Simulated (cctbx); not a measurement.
# From intensities to atoms

Cell a = 3.4770 Å, b = 3.4770 Å, c = 13.8690 Å, α = 90.00°, β = 90.00°, γ = 90.00°; space group I4/mmm (no. 139); content Pb4 Ag2.

Simulated single-crystal data (cctbx): Mo Kα, λ = 0.71073 Å, to d = 0.8 Å, 80 % of the full sphere, strongest reflection 40000 counts, noise from counting, a 1.5 % proportional error and a noise floor of 15 counts (s.d.); no absorption.

Charge flipping in P1 on plain amplitudes to 0.9 Å, δ = 1.1 σ, 20 % of the reflections treated as weak, 150 cycles:

```text
cycle      R  skewness
    0  0.444     0.37
   12  0.356     1.35
   24  0.296     3.60
   36  0.233     3.56
   48  0.225     3.64
   60  0.238     3.48
   72  0.209     3.46
   84  0.222     3.33
   96  0.214     3.39
  108  0.192     3.42
  120  0.205     3.36
  132  0.218     3.39
  144  0.230     3.41
origin shift          correlation  skewness
 0.181  0.750  0.442      0.903      5.81
 0.181  0.750  0.109      0.902      5.96
 0.181  0.750  0.275      0.902      6.85
 0.351  0.326  0.277      0.810      0.96
taken: symmetry correlation 0.902, skewness 6.85
peak      x       y       z  mult  height/sigma
Q1    0.0000  0.0000  0.5000    2     16.0
Q2    0.0000  0.0000  0.1590    4     10.0
Q3    0.0000  0.5000  0.5000    4      0.8
Q4    0.0000  0.0000  0.4063    4      0.7
Q5    0.0000  0.1935  0.0702   16      0.5
Q6    0.1954  0.1954  0.4430   16      0.5
Q7    0.2161  0.2161  0.1217   16      0.5
```

The origin is taken among those within 0.04 of the best correlation, by the skewness of the map.

Run time: 0.29 s on 1 thread of Intel(R) Xeon(R) CPU @ 2.60GHz (Ice Lake) (shared host), peak memory 0.07 GiB.

Q: Assign the peaks.

Heights follow Z only loosely here, so the multiplicities, which must add up to the content, decide. First model: Q1 = Ag1 (2 in the cell, height 16.0) and Q2 = Pb1 (4 in the cell, height 10.0). Against the true structure, Q1 is Ag and Q2 is Pb; the other peaks are not atoms.

Least squares on F², isotropic:

```text
Rint 0.015, 73 unique reflections to 0.81 A
cycle     R1     wR2    GooF  max shift (A)
   1  0.5524  0.8570  82.243   0.15319
   3  0.0054  0.0100   0.963   0.00000
final R1 0.0054 wR2 0.0100 GooF 0.963  parameters 3  data/parameter 24.3
atom        x        y        z      Ueq    occ   su(xyz)  su(Uiso or U11)
Ag1    0.00000  0.00000  0.50000   0.0190  1.000  0.00000  0.0001
Pb1    0.00000  0.00000  0.16939   0.0116  1.000  0.00001  0.0001
difference map: max 0.34 min -0.25 rms 0.09
Q1    0.0000  0.0000  0.4552    4    0.34  0.62 A from Ag1
Q2    0.1929  0.1929  0.1589   16    0.27  0.96 A from Pb1
Q3    0.0000  0.2221  0.0464   16    0.25  1.87 A from Pb1
Q4    0.0000  0.0000  0.2218    4    0.25  0.73 A from Pb1
Q5    0.0000  0.5000  0.0879    8    0.20  2.07 A from Pb1
```

Anisotropic refinement:

```text
Rint 0.015, 73 unique reflections to 0.81 A
cycle     R1     wR2    GooF  max shift (A)
   1  0.0054  0.0101   0.979   0.00002
   2  0.0053  0.0100   0.970   0.00000
final R1 0.0053 wR2 0.0100 GooF 0.970  parameters 5  data/parameter 14.6
atom        x        y        z      Ueq    occ   su(xyz)  su(Uiso or U11)
Ag1    0.00000  0.00000  0.50000   0.0191  1.000  0.00000  0.0002
Pb1    0.00000  0.00000  0.16939   0.0116  1.000  0.00001  0.0001
difference map: max 0.26 min -0.24 rms 0.09
Q1    0.1940  0.1940  0.1594   16    0.29  0.96 A from Pb1
Q2    0.0000  0.2226  0.0456   16    0.26  1.88 A from Pb1
Q3    0.0000  0.0000  0.4515    4    0.22  0.67 A from Ag1
Q4    0.0000  0.5000  0.0877    8    0.22  2.08 A from Pb1
Q5    0.0000  0.0000  0.0000    2    0.21  2.35 A from Pb1
Q6    0.1847  0.1847  0.3947   16    0.19  1.72 A from Ag1
```

**Reading.** The refinement ends at R1 = 0.0053, wR2 = 0.0100, GooF = 0.97, with difference density between -0.24 and 0.26 e/Å³. Every site matches the true model in element, within 0.001 Å r.m.s., up to an allowed shift of origin.

True model:

```csv
atom,mult.,x,y,z,Ueq (Å²)
Pb1,4,1/2,1/2,0.1694,0.0117
Ag1,2,0,0,0,0.0191
```

This is a model crystal, built by substitution and not relaxed, with assumed displacement parameters.

[Middle refinement cycles are left out of these outputs.]

[Logs are printed without paths, hosts, clocks, repeated set-up lines and the standing remarks that a program may print on its own settings, such as how far it seeks lower states.]
